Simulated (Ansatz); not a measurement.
**LiCaCl3 (model cell, started as cubic perovskite with Ca in the octahedra): following an unstable mode**

Aim: this structure of LiCaCl3 (model cell, started as cubic perovskite with Ca in the octahedra) is to be tested for unstable modes, and one is followed downhill.

Method: DFT PBEsol, scalar-relativistic, plane waves, PAW; PAW set soft_1, in Ansatz 0.2.0.

The structure was built from a prototype and need not be the compound's stable phase.

### 1. Set-up

Symmetry: Pm-3m, No. 221, cubic system. The conventional cell has a = 5.267 Å, b = 5.267 Å, c = 5.267 Å, α = 90.00°, β = 90.00°, γ = 90.00°. Li has 12 Cl at 3.72 Å nearest. Nearest to Ca lie 6 Cl at 2.63 Å. Cl has 2 Ca at 2.63 Å nearest. Farther neighbours and most contacts between anions are not listed.

Coordinates:

```cif
data_structure
_symmetry_space_group_name_H-M 'Pm-3m'
_symmetry_Int_Tables_number 221
_cell_length_a 5.2669
_cell_length_b 5.2669
_cell_length_c 5.2669
_cell_angle_alpha 90.000
_cell_angle_beta 90.000
_cell_angle_gamma 90.000
_cell_volume 146.11
loop_
_atom_site_label
_atom_site_type_symbol
_atom_site_symmetry_multiplicity
_atom_site_Wyckoff_symbol
_atom_site_fract_x
_atom_site_fract_y
_atom_site_fract_z
_atom_site_occupancy
Li1 Li 1 a 0.00000 0.00000 0.00000 1
Ca1 Ca 1 b 0.50000 0.50000 0.50000 1
Cl1 Cl 3 c 0.50000 0.50000 0.00000 1
```

### 2. The dispersion

The cell comes from relaxations at this level that are not shown. Stability and thermal properties need the whole zone. Linear response on a 2×2×2 q mesh gives force constants as far as a supercell of that size would, and the tensors from the zone-centre run are typed in so that the long-range dipole term is interpolated apart.

input.yaml reads:

```yaml
crystal:
  lattice:
    - [5.2669287819, 0.0, 0.0]
    - [0.0, 5.2669287819, 0.0]
    - [0.0, 0.0, 5.2669287819]
  atoms:
    - { symbol: Li, position: [0.0, 0.0, 0.0] }
    - { symbol: Ca, position: [0.5, 0.5, 0.5] }
    - { symbol: Cl, position: [0.5, 0.5, 0.0] }
    - { symbol: Cl, position: [0.5, 0.0, 0.5] }
    - { symbol: Cl, position: [0.0, 0.5, 0.5] }
kpoints:
  mp_grid: { grid: [4, 4, 4] }
hamiltonian:
  xc: pbesol
  pseudopotentials: { kind: paw, azcp: { folder: soft_1 }, xc_functional: pbe }
scf:
  occupations: { method: fixed }
output:
  eigenvalues: true
phonons:
  method: dfpt
  qmesh: [2, 2, 2]
  temperatures: { t_max: 1000, t_step: 50 }
  qpath:
    path:
      - [[0.0, 0.0, 0.0], [0.0, 0.5, 0.0], [0.5, 0.5, 0.0], [0.0, 0.0, 0.0], [0.5, 0.5, 0.5], [0.0, 0.5, 0.0]]
      - [[0.5, 0.5, 0.5], [0.5, 0.5, 0.0]]
    npoints: 10
  non_analytic_term:
    high_frequency_dielectric_tensor: [[2.6363, 0.0, 0.0], [0.0, 2.6363, 0.0], [0.0, 0.0, 2.6363]]
    born_effective_charges:
      - { species: Li, tensor: [[1.3468, 0.0, 0.0], [0.0, 1.3468, 0.0], [0.0, 0.0, 1.3468]] }
      - { species: Ca, tensor: [[2.3743, 0.0, 0.0], [0.0, 2.3743, 0.0], [0.0, 0.0, 2.3743]] }
      - { species: Cl, tensor: [[-0.8776, 0.0, 0.0], [0.0, -0.8776, 0.0], [0.0, 0.0, -1.9659]] }
      - { species: Cl, tensor: [[-0.8776, 0.0, 0.0], [0.0, -1.9659, 0.0], [0.0, 0.0, -0.8776]] }
      - { species: Cl, tensor: [[-1.9659, 0.0, 0.0], [0.0, -0.8776, 0.0], [0.0, 0.0, -0.8776]] }
    source: "zone-centre run at this cell"
```

On the command line:

```
> ansatz run input.yaml --threads 4 --pin off --max-ram 16384MiB --backend cpu --events-out ev --progress --plain --runs-dir out
```

Numbers of over 12 decimals in the logs are rounded to 6 here.

Log:

```text
Engine: ansatz 0.2.0, aarch64-unknown-linux-gnu
Pseudopotentials: kind: paw
Pseudopotential: Li, paw, valence charge 3, recommended cutoff 420 eV (normal), soft_1/Li.paw.azcp
Pseudopotential: Ca, paw, valence charge 10, recommended cutoff 420 eV (normal), soft_1/Ca.paw.azcp
Pseudopotential: Cl, paw, valence charge 7, recommended cutoff 420 eV (normal), soft_1/Cl.paw.azcp
Functional definition: PBEsol
  exchange = pbesol_x
  correlation = pbesol_c
Crystal: 5 atoms, lattice volume = 146.107 Å³
Basis set: ecut = 420 eV, 2897 PW (Γ), exchange–correlation on 72×72×72 points (8 copies of the dense FFT grid, shifted against one another)
Bands: 22, of which v1, the nominal top of the filled ones, is band 17 counted from 1 (16 counted from 0)
Symmetry: 48 space group operations
k-points: 10 of 64
Non-local potential: Li, projectors of the file, l = 0: 3, l = 1: 2, l = 2: 1
Non-local potential: Ca, projectors of the file, l = 0: 3, l = 1: 2, l = 2: 2
Non-local potential: Cl, projectors of the file, l = 0: 2, l = 1: 2, l = 2: 1
PAW form: soft (Blöchl's): semilocal exchange-correlation on the pseudo side does not see the compensation charge
PAW frozen core: Ca, regenerated for the run's functional, and the local potential with it (the file was generated under x = pbe(κ = 0.804, μ = 0.219515), c = pbe(β = 0.066725))
PAW frozen core: Cl, regenerated for the run's functional, and the local potential with it (the file was generated under x = pbe(κ = 0.804, μ = 0.219515), c = pbe(β = 0.066725))
PAW one-centre angular grid: Li, 110 points (default); XC on 64 Gauss nodes
PAW one-centre angular grid: Ca, 110 points (default); XC on 64 Gauss nodes
PAW one-centre angular grid: Cl, 110 points (default); XC on 64 Gauss nodes
Initial density: superposition of atomic densities (chi_scale 0.1, normalization cell), built separately for each of the 2 bonded fragments (scf.initial_density.interfragment_charge_transfer: auto; true builds it for the cell as a whole; a typed value also counts as a typed key of the start: scf.initial_density.chi_scale says what that changes, if anything)
Initial wavefunctions: pseudopotential atomic-orbital guess
Functional: x = pbesol(κ = 0.804, μ = 0.123457), c = pbesol(β = 0.046)
SCF iter   1: F=—  HF=-5191.874537 eV  |F-HF|=—  |Δ(HF+E_count)|=         —  Δρ=4.99e-2  dr2=9.18e0  ethr=3.10e-3  ⟨swp⟩=6.1  Hψ=1124  notcnv=0  defer=22
preconditioner: auto → Resta (q_TF=auto, 2.140 Å⁻¹)  ε∞=4.4  [insulator: Δε(μ)=2.151 eV  Ē_g=8.133 eV  n_scr=26 (ndim 8)  ℏωp=15.0 eV  f_vac=0.000  ε∞_Penn≈4.4]
SCF iter   2: F=—  HF=-5189.181412 eV  |F-HF|=—  |Δ(HF+E_count)|=    2.69e0  Δρ=1.62e-2  dr2=1.59e0  ethr=3.10e-3  ⟨swp⟩=4.8  Hψ=648  notcnv=0  defer=18
SCF iter   3: F=—  HF=-5188.631300 eV  |F-HF|=—  |Δ(HF+E_count)|=   5.50e-1  Δρ=7.89e-3  dr2=4.20e-1  ethr=3.10e-3  ⟨swp⟩=3.6  Hψ=434  notcnv=0  defer=20
SCF iter   4: F=—  HF=-5188.477340 eV  |F-HF|=—  |Δ(HF+E_count)|=   1.54e-1  Δρ=2.06e-3  dr2=2.22e-2  ethr=1.24e-3  ⟨swp⟩=4.0  Hψ=456  notcnv=0  defer=21
SCF iter   5: F=—  HF=-5188.481002 eV  |F-HF|=—  |Δ(HF+E_count)|=   3.66e-3  Δρ=7.99e-4  dr2=1.96e-3  ethr=6.52e-5  ⟨swp⟩=3.7  Hψ=427  notcnv=0  defer=27
SCF iter   6: F=—  HF=-5188.482094 eV  |F-HF|=—  |Δ(HF+E_count)|=   1.09e-3  Δρ=1.61e-4  dr2=5.57e-5  ethr=5.76e-6  ⟨swp⟩=4.4  Hψ=421  notcnv=0  defer=30
SCF iter   7: F=—  HF=-5188.482162 eV  |F-HF|=—  |Δ(HF+E_count)|=   6.74e-5  Δρ=3.10e-5  dr2=2.91e-6  ethr=1.64e-7  ⟨swp⟩=2.1  Hψ=362  notcnv=0  defer=26
SCF iter   8: F=—  HF=-5188.482160 eV  |F-HF|=—  |Δ(HF+E_count)|=   1.38e-6  Δρ=7.20e-6  dr2=1.21e-7  ethr=8.56e-9  ⟨swp⟩=2.1  Hψ=386  notcnv=0  defer=23
SCF iter   9: F=—  HF=-5188.482160 eV  |F-HF|=—  |Δ(HF+E_count)|=   2.84e-7  Δρ=1.63e-6  dr2=6.12e-9  ethr=3.56e-10  ⟨swp⟩=2.2  Hψ=353  notcnv=0  defer=23
SCF iter  10: F=—  HF=-5188.482160 eV  |F-HF|=—  |Δ(HF+E_count)|=   1.59e-8  Δρ=4.06e-7  dr2=2.63e-10  ethr=1.80e-11  ⟨swp⟩=2.0  Hψ=367  notcnv=0  defer=23
SCF iter  11: F=—  HF=-5188.482160 eV  |F-HF|=—  |Δ(HF+E_count)|=   1.13e-9  Δρ=1.00e-7  dr2=1.45e-11  ethr=1.00e-12  ⟨swp⟩=2.1  Hψ=319  notcnv=0  defer=23
SCF iter  12: F=-5188.482160 eV  HF=-5188.482160 eV  |F-HF|=3.64e-12  |Δ(HF+E_count)|=  2.55e-11  Δρ=2.25e-8  dr2=9.04e-13  ethr=1.00e-12  ⟨swp⟩=15.7  Hψ=1720  notcnv=0
SCF 1 converged in 12 iterations: F = -5188.482160 eV  dr2 = 9.04e-13
  greatest PAW one-centre occupation: 0.999 electrons in one spin orbital (limit 2), on the Li atom at site 0 (counted from 0), in its partial waves of l = 0
NSCF: frozen V_eff on 10 k-points
NSCF: frozen V_eff on 27 k-points
DFPT response loops at q = (0, 0, 0) (fractional): preconditioner auto → none (the input reference at scf.mixing.eps_inf says where Resta's filter doesn't serve); β = 0.50; Broyden in place of MSR1
NSCF: frozen V_eff on 54 k-points
DFPT response loops at q = (0, 0, -0.5) (fractional): mixed as the last ones told, above
NSCF: frozen V_eff on 54 k-points
DFPT response loops at q = (0, -0.5, -0.5) (fractional): mixed as the last ones told, above
NSCF: frozen V_eff on 54 k-points
DFPT response loops at q = (-0.5, -0.5, -0.5) (fractional): mixed as the last ones told, above
SCF converged after 12 iterations
Free energy (F): -5188.482160 eV
Harris-Foulkes:  -5188.482160 eV  (|F-HF|=3.64e-12)
Internal energy: -5188.482160 eV  (E = F + TS)
E sigma→0 (E₀):  -5188.482160 eV
Fermi energy:    0.561176 eV
--- Per-component energies (eV) ---
  E_band       = -358.077582
  E_kinetic    = 728.172877
  E_local      = -2141.323531  (includes V_loc(G=0)·N_el)
  E_nonlocal   = 166.028241
  E_hartree    = 752.998425
  E_xc         = -455.164283
  E_vxc        = -518.281117  (∫ρ·V_xc dr)
  E_paw        = -2791.342210  (= ΣΔE_a)
  E_vpaw       = -98.671467  (= ΣTr[D̂ρ^β])
  E_aug_tail   = 0.000570  (compensation charges beyond the density's cutoff)
  E_ewald      = -1448.206341
  E_core_change = 0.354091  (= ΣΔE_core)
  E_smearing   = -0.000000  (= −TS)
  E_closure    = 0.000000  (closes the sum)
  Σ components = -5188.482160   (vs F -5188.482160, Δ=0.00e0)
--- Band table (eV; the first three rows and the last of 10) ---
  k-point 0: bands = [... 13 lower, -0.0198, 0.2452, 0.2452, 0.2452, 4.2989, 6.1993, 6.1993, 6.1993, ... 1 higher]
  k-point 1: bands = [... 13 lower, -0.1766, -0.0913, 0.1843, 0.1843, 4.8425, 6.2515, 6.6854, 6.6854, ... 1 higher]
  k-point 2: bands = [... 13 lower, -0.4351, -0.1600, 0.1688, 0.1688, 5.8938, 6.1255, 6.3063, 7.1887, ... 1 higher]
  k-point 9: bands = [... 13 lower, -0.9588, 0.5612, 0.5612, 0.5612, 5.2637, 8.2524, 8.2524, 8.2524, ... 1 higher]
--- Phonons (Γ-DFPT): 4 representative perturbations + reference (Σ response iterations 12) ---
  ASR residual: 1.294e-4 → 0.000e0 eV/Å²; symmetrization residual: 6.354e-7 eV/Å²
  ASR residual per site (eV/Å²): 3.76e-5 1.29e-4 6.64e-5 6.64e-5 6.64e-5
  Γ frequencies (cm⁻¹): -180.68 -180.68 -180.68 -42.12 -42.12 -42.12 0.00 0.00 0.00 105.76 105.76 105.76 301.03 301.03 301.03
--- Phonons (arbitrary-q DFPT): 4 irreducible q on the 2×2×2 mesh ---
  q = [0.0000, 0.0000, 0.0000] (star 1, of the zone-centre solve; hermiticity 1.71e-7, symmetrization 5.17e-13): -180.68 -180.68 -180.68 -42.12 -42.12 -42.12 -0.00 0.00 0.00 105.76 105.76 105.76 301.03 301.03 301.03
  q = [0.0000, 0.0000, -0.5000] (star 3, 9 solved perturbations in 216 linear systems a pass and spin channel, the states on 27 of 64 k-point pairs; hermiticity 6.91e-7, symmetrization 3.47e-7): -171.21 -171.21 -43.30 -43.30 -31.59 60.19 60.19 75.79 86.21 88.02 88.02 248.75 286.28 300.70 300.70
  q = [0.0000, -0.5000, -0.5000] (star 3, 9 solved perturbations in 216 linear systems a pass and spin channel, the states on 27 of 64 k-point pairs; hermiticity 2.88e-7, symmetrization 1.44e-7): -160.48 -160.48 -157.95 -86.29 25.41 25.41 83.64 91.90 91.90 99.74 240.21 254.55 254.55 286.53 300.42
  q = [-0.5000, -0.5000, -0.5000] (star 1, 4 solved perturbations in 81 linear systems a pass and spin channel, the states on 27 of 64 k-point pairs; hermiticity 4.52e-8, symmetrization 1.79e-8): -178.27 -178.27 -178.27 -86.48 -86.48 -86.48 123.54 123.54 123.54 239.64 239.64 244.61 244.61 244.61 294.84
  sum rule: each row above includes the acoustic sum rule's correction from the zone centre's row sums; it moved no ω² by more than (1.21 cm⁻¹)²
  mesh force constants: q→R imaginary residual 3.84e-18; ASR residual 1.294e-4 → 0.000e0 eV/Å²; symmetrization residual 3.553e-15 eV/Å²
  interpolated dispersion: 63 rows × 15 modes
  density of states and harmonic sums: on the 12×12×12 q-mesh, interpolated from the force constants of a 2×2×2 supercell (with the dipole–dipole term of supplied tensors)
  largest difference from the sums on the solved wave vectors: F 8.73e-2 eV, S 1.07e-4 and C_V 3.65e-5 eV/K
  zero-point energy: 0.103071 eV/cell   skipped modes (ω ≤ 0): 464, of them read as no rigid motion or as one in doubt: 461 (5.477e0 modes/cell left out, lowest -180.68 cm⁻¹)   left out of the sums: 3.65e-1 of the cell's modes: C_V's classical limit lies that fraction below 3 k_B per atom; for a crystal, a wire or a layer, F and S can be off by more, and a phonons.interpolated_qmesh denser along its periods is the remedy for the sampling
```

Run time: 53 s. Hardware: 4 threads of Arm Neoverse V1, shared host; peak memory 0.64 GiB; 3.4 min of CPU time.

A gap read on the k-mesh alone can miss the band edges.

Numbers from this step:

| Quantity | Value |
| --- | --- |
| gap on the k-mesh | 3.738 eV |
| volume per atom | 29.22 Å³ |
| sum-rule residual before enforcement | 1.29e-4 eV/Å² |
| lowest frequency on the path | -180.7 cm⁻¹ |
| point group | m-3m |
| highest frequency on the path or at a solved wavevector | 360.8 cm⁻¹ |
| highest optical mode at the zone centre (no LO-TO term) | 301.0 cm⁻¹ |
| lowest optical zone-centre mode | -180.7 cm⁻¹ |
| lowest mode on the q mesh (acoustic modes at Γ apart) | -180.7 cm⁻¹ |

Frequencies (cm⁻¹) solved at each irreducible wavevector; negative means imaginary. Frequencies by wavevector, by row:

| q in reciprocal lattice units | star | mode 1 | mode 2 | mode 3 | mode 4 | mode 13 | mode 14 | mode 15 |
| --- | --- | --- | --- | --- | --- | --- | --- | --- |
| 0 0 0 | 1 | -180.7 | -180.7 | -180.7 | -42.1 | 301 | 301 | 301 |
| 0 0 -0.5 | 3 | -171.2 | -171.2 | -43.3 | -43.3 | 286.3 | 300.7 | 300.7 |
| 0 -0.5 -0.5 | 3 | -160.5 | -160.5 | -157.9 | -86.3 | 254.6 | 286.5 | 300.4 |
| -0.5 -0.5 -0.5 | 1 | -178.3 | -178.3 | -178.3 | -86.5 | 244.6 | 244.6 | 294.8 |

Interpolated from a 2×2×2 q mesh, with the LO-TO term (at Γ the limit along the path; where Γ stands inside the path, tables give the limit on arrival). Phonon branches along the path, in cm⁻¹:

| point | branch 1 | branch 2 | branch 3 | branch 4 | branch 12 | branch 13 | branch 14 | branch 15 |
| --- | --- | --- | --- | --- | --- | --- | --- | --- |
| Γ | -181 | -181 | -60 | -42 | 116 | 301 | 301 | 361 |
| halfway | -176 | -176 | -40 | -40 | 166 | 301 | 301 | 338 |
| X | -171 | -171 | -43 | -43 | 249 | 286 | 301 | 301 |
| halfway | -166 | -165 | -119 | -68 | 252 | 261 | 301 | 310 |
| M | -160 | -160 | -158 | -86 | 255 | 255 | 286 | 300 |
| halfway | -171 | -164 | -105 | -60 | 170 | 284 | 301 | 335 |
| Γ | -181 | -181 | -60 | -42 | 116 | 301 | 301 | 361 |
| halfway | -168 | -168 | -123 | -65 | 175 | 284 | 284 | 333 |
| R | -178 | -178 | -178 | -86 | 245 | 245 | 245 | 295 |
| halfway | -172 | -162 | -145 | -73 | 250 | 256 | 285 | 316 |
| X | -171 | -171 | -43 | -43 | 249 | 286 | 301 | 301 |
| jump to R | -178 | -178 | -178 | -86 | 245 | 245 | 245 | 295 |
| halfway | -169 | -169 | -169 | -86 | 249 | 249 | 269 | 306 |
| M | -160 | -160 | -158 | -86 | 255 | 255 | 286 | 300 |

Symmetry leaves 4 wavevectors to solve. The lowest mode among them, the acoustic zeros apart, lies at Γ and is imaginary, 180.7i cm⁻¹, so the energy falls along it.

### 3. The mode frozen in, largest atomic shift 0 Å

The mode followed lies at Γ with frequency 180.7i cm⁻¹ and is 3-fold degenerate, the softest among the wavevectors solved. At small amplitude the distorted cell has space group no. 38 by a symmetry search on the positions. The undistorted cell that holds it gives the zero of energy on the same k mesh.

input.yaml, the sections that differ from step 2:

```yaml
scf:
  occupations: { method: gaussian, width: 0.02 }
output:
  forces: true
  stress: true
  eigenvalues: true
# crystal, kpoints, hamiltonian: as in step 2
# phonons: removed
```

Log:

```text
[...]
Crystal: 5 atoms, lattice volume = 146.107 Å³
Basis set: ecut = 420 eV, 2897 PW (Γ), exchange–correlation on 72×72×72 points (8 copies of the dense FFT grid, shifted against one another)
Bands: 22, of which v1, the nominal top of the filled ones, is band 17 counted from 1 (16 counted from 0)
Symmetry: 48 space group operations
[...]
k-points: 10 of 64
[...]
P = ⅓ Tr σ = -0.0055 GPa (-0.055 kbar)
--- Band table (eV; the first three rows and the last of 10) ---
  k-point 0: bands = [... 13 lower, -0.0198, 0.2452, 0.2452, 0.2452, 4.2989, 6.1993, 6.1993, 6.1993]
  k-point 1: bands = [... 13 lower, -0.1766, -0.0912, 0.1843, 0.1843, 4.8426, 6.2515, 6.6854, 6.6854]
  k-point 2: bands = [... 13 lower, -0.4351, -0.1600, 0.1688, 0.1688, 5.8939, 6.1256, 6.3063, 7.1887]
  k-point 9: bands = [... 13 lower, -0.9587, 0.5612, 0.5612, 0.5612, 5.2638, 8.2525, 8.2525, 8.2525]
[key lines of the parts left out:]
SCF converged after 9 iterations
Free energy (F): -5188.482160 eV
Fermi energy:    2.430131 eV
```

It took 0.9 s on 4 threads; peak memory 0.37 GiB.

Numbers from this step:

| Item | Value |
| --- | --- |
| pressure | -0.005524 GPa |
| energy from the undistorted cell | 0 meV/atom |

At this level the gap is 3.74 eV on the k-mesh of the self-consistent run, which can miss the band edges.

### 4. The mode frozen in, largest atomic shift 0.6 Å

The atoms are moved along the unstable eigenvector, the largest shift by 0.6 Å, with the cell fixed.

input.yaml, the sections that differ from step 3:

```yaml
crystal:
  lattice:
    - [5.2669287819, 0.0, 0.0]
    - [0.0, 5.2669287819, 0.0]
    - [0.0, 0.0, 5.2669287819]
  atoms:
    - { symbol: Li, position: [0.0, 0.0805524598, 0.0805524598] }
    - { symbol: Ca, position: [0.5, 0.5014228797, 0.5014228797] }
    - { symbol: Cl, position: [0.5, 0.4910863408, 0.0004490323] }
    - { symbol: Cl, position: [0.5, 0.0004490323, 0.4910863408] }
    - { symbol: Cl, position: [0.0, 0.4910863408, 0.4910863408] }
# kpoints, hamiltonian, scf, output: as in step 3
```

Log:

```text
[...]
Crystal: 5 atoms, lattice volume = 146.107 Å³
Basis set: ecut = 420 eV, 2897 PW (Γ), exchange–correlation on 72×72×72 points (8 copies of the dense FFT grid, shifted against one another)
Bands: 22, of which v1, the nominal top of the filled ones, is band 17 counted from 1 (16 counted from 0)
Symmetry: 4 space group operations
[...]
k-points: 21 of 64 (time reversal used)
[...]
P = ⅓ Tr σ = 0.0190 GPa (0.190 kbar)
--- Band table (eV; the first three rows and the last of 21) ---
  k-point 0: bands = [... 13 lower, -0.0786, 0.1527, 0.1766, 0.1931, 4.4619, 6.0760, 6.1424, 6.1449]
  k-point 1: bands = [... 13 lower, -0.2344, -0.1584, 0.0868, 0.0963, 4.9947, 6.1620, 6.6092, 6.6329]
  k-point 2: bands = [... 13 lower, -0.4390, -0.2438, 0.0490, 0.0841, 6.0319, 6.2211, 6.2382, 7.1549]
  k-point 20: bands = [... 13 lower, -1.0038, 0.4314, 0.4780, 0.5364, 5.4691, 8.0548, 8.2223, 8.2761]
[key lines of the parts left out:]
SCF converged after 9 iterations
Free energy (F): -5188.645005 eV
Fermi energy:    2.499172 eV
```

It took 2.2 s on 4 threads; peak memory 0.37 GiB; 8.3 s of CPU time.

This step gave:

```
pressure                         : 0.01903 GPa
gap on the k-mesh                : 3.926 eV
energy from the undistorted cell : -32.57 meV/atom
```

The energy, extrapolated to zero smearing, is -32.57 meV/atom against the undistorted cell.

The run ends at a pressure of 0.02 GPa, with forces up to 0.46 eV/Å.

### 5. Energy along the mode, all amplitudes (two of the runs are shown above)

An imaginary frequency means negative curvature, so the energy should fall and then rise again as anharmonic terms take over.

This step gave:

```yaml
depth_at_the_lowest_point_sampled: 32.57 meV/atom
largest_atomic_shift_at_that_point: 0.6 Å
```

Energy from the parent against largest atomic shift:

| largest atomic shift (Å) | energy from the parent (meV/atom) |
| --- | --- |
| 0.000 | 0 |
| 0.040 | -0.15 |
| 0.080 | -0.601 |
| 0.140 | -1.84 |
| 0.220 | -4.53 |
| 0.320 | -9.52 |
| 0.450 | -18.6 |
| 0.600 | -32.6 |

Displacement at unit largest shift by atom:

| atom | x (Å) | y (Å) | z (Å) | size |
| --- | --- | --- | --- | --- |
| Li1 | 0.000 | 0.707 | 0.707 | 1.000 |
| Ca2 | 0.000 | 0.012 | 0.012 | 0.017 |
| Cl3 | 0.000 | -0.078 | 0.004 | 0.078 |
| Cl4 | 0.000 | 0.004 | -0.078 | 0.078 |
| Cl5 | 0.000 | -0.078 | -0.078 | 0.110 |

The lowest of the steps tried is the last one, at 0.6 Å, 32.6 meV/atom below the parent; the bottom of the well need not coincide with a step.

(Part 1 of 3 ends here.)

[Logs are printed without paths, hosts, clocks, repeated set-up lines and the standing remarks that a program may print on its own settings, such as how far it seeks lower states.]

[Hosts, paths, dates, database ids (printed as entryN), source tags and the programs' standing remarks are cut or masked in the printed files.]
